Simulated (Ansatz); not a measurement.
**CaHfSe3 (model cell, started as cubic perovskite with Hf in the octahedra): following an unstable mode**

Which phase does CaHfSe3 (model cell, started as cubic perovskite with Hf in the octahedra) fall into along its unstable mode, and how much energy does it gain?

Main program and level: Ansatz 0.2.0; DFT LDA, scalar-relativistic, plane waves, PAW; PAW set soft_1.

The structure was built from a prototype and need not be the compound's stable phase.

## (1) The structure

Symmetry: Pm-3m, No. 221, cubic system. The conventional cell has a = 5.075 Å, b = 5.075 Å, c = 5.075 Å, α = 90.00°, β = 90.00°, γ = 90.00°. Nearest to Ca lie 12 Se at 3.59 Å. Nearest to Hf lie 6 Se at 2.54 Å. Nearest to Se lie 2 Hf at 2.54 Å and 4 Ca at 3.59 Å. Farther neighbours and most contacts between anions are not listed.

## (2) Response at finite wavevector

The cell comes from relaxations at this level that are not shown. Stability and thermal properties need the whole zone. Linear response on a 2×2×2 q mesh gives force constants as far as a supercell of that size would.

The input, input.yaml:

```yaml
crystal:
  lattice:
    - [5.0745860677, 0.0, 0.0]
    - [0.0, 5.0745860677, 0.0]
    - [0.0, 0.0, 5.0745860677]
  atoms:
    - { symbol: Ca, position: [0.0, 0.0, 0.0] }
    - { symbol: Hf, position: [0.5, 0.5, 0.5] }
    - { symbol: Se, position: [0.5, 0.5, 0.0] }
    - { symbol: Se, position: [0.5, 0.0, 0.5] }
    - { symbol: Se, position: [0.0, 0.5, 0.5] }
kpoints:
  mp_grid: { grid: [8, 8, 8] }
hamiltonian:
  xc: lda
  pseudopotentials: { kind: paw, azcp: { folder: soft_1 }, xc_functional: pbe }
scf:
  occupations: { method: methfessel_paxton, width: 0.2 }
output:
  eigenvalues: true
phonons:
  method: dfpt
  qmesh: [2, 2, 2]
  temperatures: { t_max: 1000, t_step: 50 }
  qpath:
    path:
      - [[0.0, 0.0, 0.0], [0.0, 0.5, 0.0], [0.5, 0.5, 0.0], [0.0, 0.0, 0.0], [0.5, 0.5, 0.5], [0.0, 0.5, 0.0]]
      - [[0.5, 0.5, 0.5], [0.5, 0.5, 0.0]]
    npoints: 10
```

Run with:

```
$ ansatz run input.yaml --threads 4 --pin off --max-ram 16384MiB --backend cpu --events-out ev --progress --plain --runs-dir out
```

Numbers of over 12 decimals in the logs are rounded to 6 here.

The program printed:

```text
Engine: ansatz 0.2.0, aarch64-unknown-linux-gnu
Pseudopotentials: kind: paw
Pseudopotential: Ca, paw, valence charge 10, recommended cutoff 420 eV (normal), soft_1/Ca.paw.azcp
Pseudopotential: Hf, paw, valence charge 26, recommended cutoff 420 eV (normal), soft_1/Hf.paw.azcp
Pseudopotential: Se, paw, valence charge 16, recommended cutoff 420 eV (normal), soft_1/Se.paw.azcp
Functional definition: SPW92
  exchange = slater_x
  correlation = pw_c
Crystal: 5 atoms, lattice volume = 130.678 Å³
Basis set: ecut = 420 eV, 2517 PW (Γ), exchange–correlation on 72×72×72 points (8 copies of the dense FFT grid, shifted against one another)
Bands: 51, of which v1, the nominal top of the filled ones, is band 42 counted from 1 (41 counted from 0)
Symmetry: 48 space group operations
k-points: 35 of 512
Non-local potential: Ca, projectors of the file, l = 0: 3, l = 1: 2, l = 2: 2
Non-local potential: Hf, projectors of the file, l = 0: 3, l = 1: 2, l = 2: 2, l = 3: 3
Non-local potential: Se, projectors of the file, l = 0: 2, l = 1: 2, l = 2: 3, l = 3: 1
PAW form: soft (Blöchl's): semilocal exchange-correlation on the pseudo side does not see the compensation charge
PAW frozen core: Ca, regenerated for the run's functional, and the local potential with it (the file was generated under x = pbe(κ = 0.804, μ = 0.219515), c = pbe(β = 0.066725))
PAW frozen core: Hf, regenerated for the run's functional, and the local potential with it (the file was generated under x = pbe(κ = 0.804, μ = 0.219515), c = pbe(β = 0.066725))
PAW frozen core: Se, regenerated for the run's functional, and the local potential with it (the file was generated under x = pbe(κ = 0.804, μ = 0.219515), c = pbe(β = 0.066725))
PAW one-centre angular grid: Ca, 110 points (default); XC on 64 Gauss nodes
PAW one-centre angular grid: Hf, 590 points (default); XC on 64 Gauss nodes
PAW one-centre angular grid: Se, 590 points (default); XC on 64 Gauss nodes
Initial density: superposition of atomic densities (chi_scale 0.1, normalization cell, long waves kept (reshape's long-wave potential 0.00 eV rms))
Initial wavefunctions: pseudopotential atomic-orbital guess
Functional: x = slater, c = lda
SCF iter   1: F=—  HF=-33412.011241 eV  |F-HF|=—  |Δ(HF+E_count)|=         —  Δρ=1.02e-1  dr2=3.14e1  ethr=3.10e-3  ⟨swp⟩=8.0  Hψ=6928  notcnv=0
preconditioner: auto → Kerker (q_TF=auto, 2.535 Å⁻¹)  [metal: Δε(μ)=0.058 eV  Ē_g=12.027 eV  σ=0.200 eV  W_gap=0.24  n_scr=32 (ndim 8)  ℏωp=20.0 eV  f_vac=0.002  D(μ)=1.61/eV (n_scr^D=6)]
SCF iter   2: F=—  HF=-33407.626537 eV  |F-HF|=—  |Δ(HF+E_count)|=    4.38e0  S|Δr|=    0.00e0  Δρ=4.62e-2  dr2=6.76e0  ethr=3.10e-3  ⟨swp⟩=3.1  Hψ=3982  notcnv=0  defer=62
SCF iter   3: F=—  HF=-33406.385014 eV  |F-HF|=—  |Δ(HF+E_count)|=    1.24e0  S|Δr|=    0.00e0  Δρ=1.76e-2  dr2=9.78e-1  ethr=3.10e-3  ⟨swp⟩=3.1  Hψ=2858  notcnv=0  defer=61
SCF iter   4: F=—  HF=-33406.049188 eV  |F-HF|=—  |Δ(HF+E_count)|=   3.36e-1  S|Δr|=    0.00e0  Δρ=8.72e-3  dr2=2.07e-1  ethr=1.16e-3  ⟨swp⟩=2.2  Hψ=3787  notcnv=0  defer=88
SCF iter   5: F=—  HF=-33406.034300 eV  |F-HF|=—  |Δ(HF+E_count)|=   1.49e-2  S|Δr|=    0.00e0  Δρ=3.04e-3  dr2=1.91e-2  ethr=2.46e-4  ⟨swp⟩=2.3  Hψ=3496  notcnv=0  defer=90
SCF iter   6: F=—  HF=-33406.028690 eV  |F-HF|=—  |Δ(HF+E_count)|=   5.61e-3  S|Δr|=    0.00e0  Δρ=1.06e-3  dr2=2.62e-3  ethr=2.27e-5  ⟨swp⟩=2.4  Hψ=3155  notcnv=0  defer=87
SCF iter   7: F=—  HF=-33406.028222 eV  |F-HF|=—  |Δ(HF+E_count)|=   4.68e-4  S|Δr|=    0.00e0  Δρ=4.98e-4  dr2=8.33e-4  ethr=3.12e-6  ⟨swp⟩=2.0  Hψ=3120  notcnv=0  defer=87
SCF iter   8: F=—  HF=-33406.028061 eV  |F-HF|=—  |Δ(HF+E_count)|=   1.61e-4  S|Δr|=    0.00e0  Δρ=1.34e-4  dr2=4.34e-5  ethr=9.92e-7  ⟨swp⟩=2.0  Hψ=3126  notcnv=0  defer=87
SCF iter   9: F=—  HF=-33406.028063 eV  |F-HF|=—  |Δ(HF+E_count)|=   2.03e-6  S|Δr|=    0.00e0  Δρ=4.25e-5  dr2=5.50e-6  ethr=5.16e-8  ⟨swp⟩=2.1  Hψ=2521  notcnv=0  defer=87
SCF iter  10: F=—  HF=-33406.028060 eV  |F-HF|=—  |Δ(HF+E_count)|=   2.73e-6  S|Δr|=    0.00e0  Δρ=1.28e-5  dr2=2.61e-7  ethr=6.55e-9  ⟨swp⟩=2.0  Hψ=2890  notcnv=0  defer=94
[...]
SCF iter  14: F=—  HF=-33406.028060 eV  |F-HF|=—  |Δ(HF+E_count)|=  5.82e-11  S|Δr|=    0.00e0  Δρ=2.74e-7  dr2=1.11e-10  ethr=1.00e-12  ⟨swp⟩=2.0  Hψ=3162  notcnv=0  defer=94
SCF iter  15: F=—  HF=-33406.028060 eV  |F-HF|=—  |Δ(HF+E_count)|=  1.46e-10  S|Δr|=    0.00e0  Δρ=1.03e-7  dr2=2.00e-11  ethr=1.00e-12  ⟨swp⟩=2.2  Hψ=2315  notcnv=0  defer=94
SCF iter  16: F=-33406.028060 eV  HF=-33406.028060 eV  |F-HF|=1.46e-11  |Δ(HF+E_count)|=    0.00e0  S|Δr|=    0.00e0  Δρ=3.35e-8  dr2=2.07e-12  ethr=1.00e-12  ⟨swp⟩=12.5  Hψ=10704  notcnv=0
SCF 1 converged in 16 iterations: F = -33406.028060 eV  dr2 = 2.07e-12
  greatest PAW one-centre occupation: 1.000 electrons in one spin orbital (limit 2), on the Se atom at site 3 (counted from 0), in its partial waves of l = 2
Initial density: read from a saved state, or passed on in memory by an earlier SCF of this step, an earlier step, the calling program or the single point that the run made first
iter 1 solved again at ethr=1.35e-6 eV; its pass at ethr=3.10e-3 eV (dr2=1.14e-3 eV) is discarded
SCF iter   1: F=—  HF=-33406.028062 eV  |F-HF|=—  |Δ(HF+E_count)|=         —  Δρ=1.36e-6  dr2=1.80e-9  ethr=1.35e-6  ⟨swp⟩=3.0  Hψ=11972  notcnv=0
eigensolver tolerance schedule: the retry pair's looser diagonalisation over-reported the residual by 630543.48 of it (diagonalisation noise at an unbounded share of the residual, at the tolerance the schedule requests for it); recorded, not acted on — ethr = c·dr2/N_el stays at c = 1.0e-1
preconditioner: auto → Kerker (q_TF=auto, 2.535 Å⁻¹)  [metal: Δε(μ)=0.006 eV  Ē_g=10.542 eV  σ=0.200 eV  W_gap=0.03  n_scr=32 (ndim 8)  ℏωp=20.0 eV  f_vac=0.048  D(μ)=0.53/eV (n_scr^D=0)]
SCF iter   2: F=—  HF=-33406.028060 eV  |F-HF|=—  |Δ(HF+E_count)|=   1.47e-6  S|Δr|=    0.00e0  Δρ=8.79e-7  dr2=1.04e-9  ethr=2.14e-12  ⟨swp⟩=5.2  Hψ=6564  notcnv=0
SCF iter   3: F=—  HF=-33406.028060 eV  |F-HF|=—  |Δ(HF+E_count)|=  6.62e-10  S|Δr|=    0.00e0  Δρ=4.85e-7  dr2=2.68e-10  ethr=1.24e-12  ⟨swp⟩=2.7  Hψ=3622  notcnv=0
SCF iter   4: F=—  HF=-33406.028060 eV  |F-HF|=—  |Δ(HF+E_count)|=  1.09e-10  S|Δr|=    0.00e0  Δρ=3.13e-7  dr2=9.41e-11  ethr=1.00e-12  ⟨swp⟩=1.0  Hψ=1785  notcnv=0
SCF iter   5: F=—  HF=-33406.028060 eV  |F-HF|=—  |Δ(HF+E_count)|=  7.28e-12  S|Δr|=    0.00e0  Δρ=2.32e-7  dr2=5.13e-11  ethr=1.00e-12  ⟨swp⟩=1.0  Hψ=1785  notcnv=0
SCF iter   6: F=-33406.028060 eV  HF=-33406.028060 eV  |F-HF|=7.28e-12  |Δ(HF+E_count)|=  3.64e-11  S|Δr|=    0.00e0  Δρ=1.03e-7  dr2=9.38e-12  ethr=1.00e-12  ⟨swp⟩=3.0  Hψ=6174  notcnv=0
SCF 2 converged in 6 iterations: F = -33406.028060 eV  dr2 = 9.38e-12
  greatest PAW one-centre occupation: 1.000 electrons in one spin orbital (limit 2), on the Se atom at site 2 (counted from 0), in its partial waves of l = 2
phonons: the bands overlap, so this run is a metal and interpolates without the dipole-dipole term. If the crystal is really an insulator or semiconductor, its LO-TO splitting is missing
NSCF: frozen V_eff on 35 k-points
NSCF: frozen V_eff on 125 k-points
DFPT response loops at q = (0, 0, 0) (fractional): preconditioner auto → Kerker (q_TF=auto, 2.535 Å⁻¹) (partly filled bands, converged f_vac=0.048); β = 1.00, the filter's whole step (`scf.mixing.beta` (0.50) is not read by the response loops under this deck's `scf.mixing.preconditioner`; to damp them name `kerker` or `kerker_dos`, under which they read `scf.mixing.beta`, and type it under 1.00, their step now; both keys bind the ground state too); Broyden in place of MSR1
NSCF: frozen V_eff on 250 k-points
DFPT response loops at q = (0, 0, -0.5) (fractional): mixed as the last ones told, above
NSCF: frozen V_eff on 250 k-points
DFPT response loops at q = (0, -0.5, -0.5) (fractional): mixed as the last ones told, above
NSCF: frozen V_eff on 250 k-points
DFPT response loops at q = (-0.5, -0.5, -0.5) (fractional): mixed as the last ones told, above
SCF converged after 16 iterations
Stability not checked: this state was not tested for a lower state beside it, because cold or Methfessel-Paxton smearing, or corrected tetrahedra, fill the levels in a way that the test cannot read (fill_not_monotonic; see scf.lower_state_search)
Free energy (F): -33406.028060 eV
Harris-Foulkes:  -33406.028060 eV  (|F-HF|=1.46e-11)
Internal energy: -33406.029819 eV  (E = F + TS)
E sigma→0 (E₀):  -33406.028500 eV
Entropy (-TS):   0.001758 eV (0.352 meV/atom)
Fermi energy:    9.017455 eV
Step filling:    the computed levels leave a gap of 0.0188 eV = 0.1 smearing widths at the electron count; against every level under it full and every level over it empty, smearing changes F+E_penalty+E_count by -0.152 meV and its σ→0 estimate by -0.592 meV
--- Per-component energies (eV) ---
  E_band       = -1506.379293
  E_kinetic    = 997.791970
  E_local      = -18304.875602  (includes V_loc(G=0)·N_el)
  E_nonlocal   = -885.145161
  E_hartree    = 9048.099910
  E_xc         = -646.395682
  E_vxc        = -686.538088  (∫ρ·V_xc dr)
  E_paw        = -14415.160970  (= ΣΔE_a)
  E_vpaw       = -723.811237  (= ΣTr[D̂ρ^β])
  E_aug_tail   = -0.001041  (compensation charges beyond the density's cutoff)
  E_ewald      = -9209.735576
  E_core_change = 9.392334  (= ΣΔE_core)
  E_smearing   = 0.001758  (= −TS)
  E_closure    = 0.000000  (closes the sum)
  Σ components = -33406.028060   (vs F -33406.028060, Δ=0.00e0)
--- Band table (eV; the first three rows and the last of 35) ---
  k-point 0: bands = [... 38 lower, 7.5877, 8.4281, 8.4281, 8.4281, 9.0198, 9.0198, 9.0198, 9.7706, ... 5 higher]
  k-point 1: bands = [... 38 lower, 7.4363, 7.7779, 8.2565, 8.2565, 9.0472, 9.6103, 9.6103, 10.0781, ... 5 higher]
  k-point 2: bands = [... 38 lower, 6.7520, 7.1330, 8.1593, 8.1593, 9.1178, 10.5576, 10.5576, 10.7667, ... 5 higher]
  k-point 34: bands = [... 38 lower, 4.8669, 9.0386, 9.0386, 9.0386, 10.0206, 11.2859, 11.2859, 11.2859, ... 5 higher]
--- Phonons (Γ-DFPT): 4 representative perturbations + reference (Σ response iterations 13) ---
  ASR residual: 4.025e-5 → 0.000e0 eV/Å²; symmetrization residual: 5.031e-6 eV/Å²
  ASR residual per site (eV/Å²): 1.18e-8 1.10e-5 4.02e-5 4.02e-5 4.02e-5
  Γ frequencies (cm⁻¹): -118.68 -118.68 -118.68 -77.97 -77.97 -77.97 -45.48 -45.48 -45.48 0.00 0.00 0.00 250.37 250.37 250.37
--- Phonons (arbitrary-q DFPT): 4 irreducible q on the 2×2×2 mesh ---
  q = [0.0000, 0.0000, 0.0000] (star 1, of the zone-centre solve; hermiticity 6.83e-7, symmetrization 1.61e-11): -118.68 -118.68 -118.68 -77.97 -77.97 -77.97 -45.48 -45.48 -45.48 0.00 0.00 0.00 250.37 250.37 250.37
  q = [0.0000, 0.0000, -0.5000] (star 3, 9 solved perturbations in 975 linear systems a pass and spin channel, the states on 125 of 512 k-point pairs; hermiticity 5.87e-7, symmetrization 3.47e-12): -107.91 -107.91 -63.96 -63.96 -48.62 -22.99 -22.99 16.10 60.98 60.98 74.22 153.99 252.66 252.66 278.29
  q = [0.0000, -0.5000, -0.5000] (star 3, 9 solved perturbations in 975 linear systems a pass and spin channel, the states on 125 of 512 k-point pairs; hermiticity 7.61e-7, symmetrization 1.20e-12): -109.62 -109.62 -106.86 -85.92 -16.47 43.31 43.31 64.26 64.26 105.41 158.77 158.77 205.81 255.91 290.68
  q = [-0.5000, -0.5000, -0.5000] (star 1, 4 solved perturbations in 350 linear systems a pass and spin channel, the states on 125 of 512 k-point pairs; hermiticity 3.64e-7, symmetrization 1.51e-11): -112.03 -112.03 -112.03 -110.67 -110.67 -110.67 105.11 105.11 105.11 155.36 155.36 155.36 175.08 175.08 301.82
  sum rule: each row above includes the acoustic sum rule's correction from the zone centre's row sums; it moved no ω² by more than (0.37 cm⁻¹)²
  mesh force constants: q→R imaginary residual 3.49e-18; ASR residual 4.025e-5 → 0.000e0 eV/Å²; symmetrization residual 1.066e-14 eV/Å²
  interpolated dispersion: 62 rows × 15 modes
  density of states and harmonic sums: on the 12×12×12 q-mesh, interpolated from the force constants of a 2×2×2 supercell (no non-analytic term)
  largest difference from the sums on the solved wave vectors: F 1.17e-1 eV, S 1.69e-4 and C_V 5.27e-5 eV/K
  zero-point energy: 0.078289 eV/cell   skipped modes (ω ≤ 0): 531, of them read as no rigid motion or as one in doubt: 528 (6.137e0 modes/cell left out, lowest -118.68 cm⁻¹)   left out of the sums: 4.09e-1 of the cell's modes: C_V's classical limit lies that fraction below 3 k_B per atom; for a crystal, a wire or a layer, F and S can be off by more, and a phonons.interpolated_qmesh denser along its periods is the remedy for the sampling
```

The job ended after 9.2 min (4 threads of Arm Neoverse V2, shared host; peak memory 2.2 GiB).

Reading the cycles: dr2 is the Hartree energy of the density residual (eV), the measure of convergence; HF is the Harris–Foulkes estimate of the energy, which meets the free energy F at convergence.

This step gave:

```
volume per atom                                         : 26.14 Å³
gap on the k-mesh                                       : 0 eV
sum-rule residual before enforcement                    : 4.02e-5 eV/Å²
lowest frequency on the path                            : -118.7 cm⁻¹
point group                                             : m-3m
highest frequency on the path or at a solved wavevector : 301.8 cm⁻¹
highest optical mode at the zone centre (no LO-TO term) : 250.4 cm⁻¹
lowest optical zone-centre mode                         : -118.7 cm⁻¹
lowest mode on the q mesh (acoustic modes at Γ apart)   : -118.7 cm⁻¹
```

Frequencies (cm⁻¹) solved at each irreducible wavevector; negative means imaginary. Frequencies by wavevector, by row:

| q in reciprocal lattice units | star | mode 1 | mode 2 | mode 3 | mode 4 | mode 13 | mode 14 | mode 15 |
| --- | --- | --- | --- | --- | --- | --- | --- | --- |
| 0 0 0 | 1 | -118.7 | -118.7 | -118.7 | -78 | 250.4 | 250.4 | 250.4 |
| 0 0 -0.5 | 3 | -107.9 | -107.9 | -64 | -64 | 252.7 | 252.7 | 278.3 |
| 0 -0.5 -0.5 | 3 | -109.6 | -109.6 | -106.9 | -85.9 | 205.8 | 255.9 | 290.7 |
| -0.5 -0.5 -0.5 | 1 | -112 | -112 | -112 | -110.7 | 175.1 | 175.1 | 301.8 |

Interpolated from a 2×2×2 q mesh. The phonon branches at the labelled points (cm⁻¹):

| point | branch 1 | branch 2 | branch 3 | branch 4 | branch 12 | branch 13 | branch 14 | branch 15 |
| --- | --- | --- | --- | --- | --- | --- | --- | --- |
| Γ | -119 | -119 | -119 | -78 | 0 | 250 | 250 | 250 |
| halfway | -114 | -114 | -82 | -68 | 106 | 252 | 252 | 263 |
| X | -108 | -108 | -64 | -64 | 154 | 253 | 253 | 278 |
| halfway | -109 | -98 | -90 | -86 | 156 | 230 | 254 | 286 |
| M | -110 | -110 | -107 | -86 | 159 | 206 | 256 | 291 |
| halfway | -107 | -104 | -94 | -81 | 110 | 239 | 253 | 276 |
| Γ | -119 | -119 | -119 | -78 | 0 | 250 | 250 | 250 |
| halfway | -104 | -104 | -94 | -85 | 115 | 235 | 235 | 289 |
| R | -112 | -112 | -112 | -111 | 155 | 175 | 175 | 302 |
| halfway | -106 | -105 | -98 | -92 | 156 | 219 | 230 | 296 |
| X | -108 | -108 | -64 | -64 | 154 | 253 | 253 | 278 |
| jump to R | -112 | -112 | -112 | -111 | 155 | 175 | 175 | 302 |
| halfway | -111 | -111 | -109 | -100 | 157 | 191 | 220 | 300 |
| M | -110 | -110 | -107 | -86 | 159 | 206 | 256 | 291 |

Symmetry leaves 4 wavevectors to solve. The lowest mode among them, the acoustic zeros apart, lies at Γ and is imaginary, 118.7i cm⁻¹, so the energy falls along it.

## (3) The mode frozen in, largest atomic shift 0 Å

The mode followed lies at Γ with frequency 118.7i cm⁻¹ and is 3-fold degenerate, the softest among the wavevectors solved. At small amplitude the distorted cell has space group no. 38 by a symmetry search on the positions. The undistorted cell that holds it gives the zero of energy on the same k mesh.

input.yaml, the sections that differ from step 2:

```yaml
output:
  forces: true
  stress: true
  eigenvalues: true
# crystal, kpoints, hamiltonian, scf: as in step 2
# phonons: removed
```

The program printed:

```text
[...]
Crystal: 5 atoms, lattice volume = 130.678 Å³
Basis set: ecut = 420 eV, 2517 PW (Γ)
Bands: 51, of which v1, the nominal top of the filled ones, is band 42 counted from 1 (41 counted from 0)
Symmetry: 48 space group operations
[...]
k-points: 35 of 512
[...]
k-point 0: bands = [... 38 lower, 7.5877, 8.4281, 8.4281, 8.4281, 9.0198, 9.0198, 9.0198, 9.7707, ... 5 higher]
  k-point 1: bands = [... 38 lower, 7.4363, 7.7779, 8.2565, 8.2565, 9.0472, 9.6103, 9.6103, 10.0781, ... 5 higher]
  k-point 2: bands = [... 38 lower, 6.7520, 7.1330, 8.1593, 8.1593, 9.1178, 10.5576, 10.5576, 10.7668, ... 5 higher]
  k-point 34: bands = [... 38 lower, 4.8669, 9.0386, 9.0386, 9.0386, 10.0206, 11.2861, 11.2861, 11.2861, ... 5 higher]
[key lines of the parts left out:]
SCF converged after 11 iterations
Free energy (F): -33406.028057 eV
Fermi energy:    9.017442 eV
P = ⅓ Tr σ = -0.0001 GPa (-0.001 kbar)
```

It took 5 s on 4 threads; peak memory 0.54 GiB.

Numbers from this step:

* pressure: -6.17e-5 GPa
* energy from the undistorted cell: 0 meV/atom

The run ends at a pressure of 0.00 GPa.

## (4) The mode frozen in, largest atomic shift 0.6 Å

The atoms are moved along the unstable eigenvector, the largest shift by 0.6 Å, with the cell fixed.

input.yaml, the sections that differ from step 3:

```yaml
crystal:
  lattice:
    - [5.0745860677, 0.0, 0.0]
    - [0.0, 5.0745860677, 0.0]
    - [0.0, 0.0, 5.0745860677]
  atoms:
    - { symbol: Ca, position: [0.0, 0.0836056504, 0.0836056504] }
    - { symbol: Hf, position: [0.5, 0.5012633153, 0.5012633153] }
    - { symbol: Se, position: [0.5, 0.4800896263, -0.0054646276] }
    - { symbol: Se, position: [0.5, -0.0054646276, 0.4800896263] }
    - { symbol: Se, position: [0.0, 0.4800896263, 0.4800896263] }
# kpoints, hamiltonian, scf, output: as in step 3
```

The program printed:

```text
[...]
Crystal: 5 atoms, lattice volume = 130.678 Å³
Basis set: ecut = 420 eV, 2517 PW (Γ)
Bands: 51, of which v1, the nominal top of the filled ones, is band 42 counted from 1 (41 counted from 0)
Symmetry: 4 space group operations
[...]
k-points: 105 of 512 (time reversal used)
[...]
k-point 0: bands = [... 38 lower, 7.4494, 8.1192, 8.1552, 8.3106, 9.0422, 9.0892, 9.2371, 9.9859, ... 5 higher]
  k-point 1: bands = [... 38 lower, 7.2662, 7.6764, 7.9884, 8.0902, 9.0747, 9.5567, 9.6306, 10.2506, ... 5 higher]
  k-point 2: bands = [... 38 lower, 6.7123, 6.9949, 7.9141, 7.9642, 9.1012, 10.4196, 10.4260, 10.8626, ... 5 higher]
  k-point 104: bands = [... 38 lower, 4.7989, 8.4792, 8.8701, 8.9036, 10.2417, 11.4558, 11.6143, 11.8367, ... 5 higher]
[key lines of the parts left out:]
SCF converged after 10 iterations
Free energy (F): -33406.314538 eV
Fermi energy:    8.968584 eV
P = ⅓ Tr σ = 1.3990 GPa (13.990 kbar)
```

The job ended after 23 s (4 threads; peak memory 0.74 GiB).

This step gave:

- pressure: 1.399 GPa
- gap on the k-mesh: 0.1091 eV
- energy from the undistorted cell: -57.32 meV/atom

The energy, extrapolated to zero smearing, is -57.32 meV/atom against the undistorted cell.

The run ends at a pressure of 1.40 GPa, with forces up to 0.27 eV/Å.

## (5) Energy along the mode, all amplitudes (two of the runs are shown above)

An imaginary frequency means negative curvature, so the energy should fall and then rise again as anharmonic terms take over.

This step gave:

* depth at the lowest point sampled: 57.32 meV/atom
* largest atomic shift at that point: 0.6 Å

Energy from the parent against largest atomic shift:

| largest atomic shift (Å) | energy from the parent (meV/atom) |
| --- | --- |
| 0.000 | 0 |
| 0.040 | -0.409 |
| 0.080 | -1.63 |
| 0.140 | -4.92 |
| 0.220 | -11.8 |
| 0.320 | -23.5 |
| 0.450 | -41.1 |
| 0.600 | -57.3 |

Displacement at unit largest shift by atom:

| atom | x (Å) | y (Å) | z (Å) | size |
| --- | --- | --- | --- | --- |
| Ca1 | 0.000 | 0.707 | 0.707 | 1.000 |
| Hf2 | 0.000 | 0.011 | 0.011 | 0.016 |
| Se3 | 0.000 | -0.168 | -0.046 | 0.174 |
| Se4 | 0.000 | -0.046 | -0.168 | 0.174 |
| Se5 | 0.000 | -0.168 | -0.168 | 0.238 |

The lowest of the steps tried is the last one, at 0.6 Å, 57.3 meV/atom below the parent; the bottom of the well need not coincide with a step.

(Part 1 of 2 ends here.)

[Logs are printed without paths, hosts, clocks, repeated set-up lines and the standing remarks that a program may print on its own settings, such as how far it seeks lower states.]

[Hosts, paths, dates, database ids (printed as entryN), source tags and the programs' standing remarks are cut or masked in the printed files.]
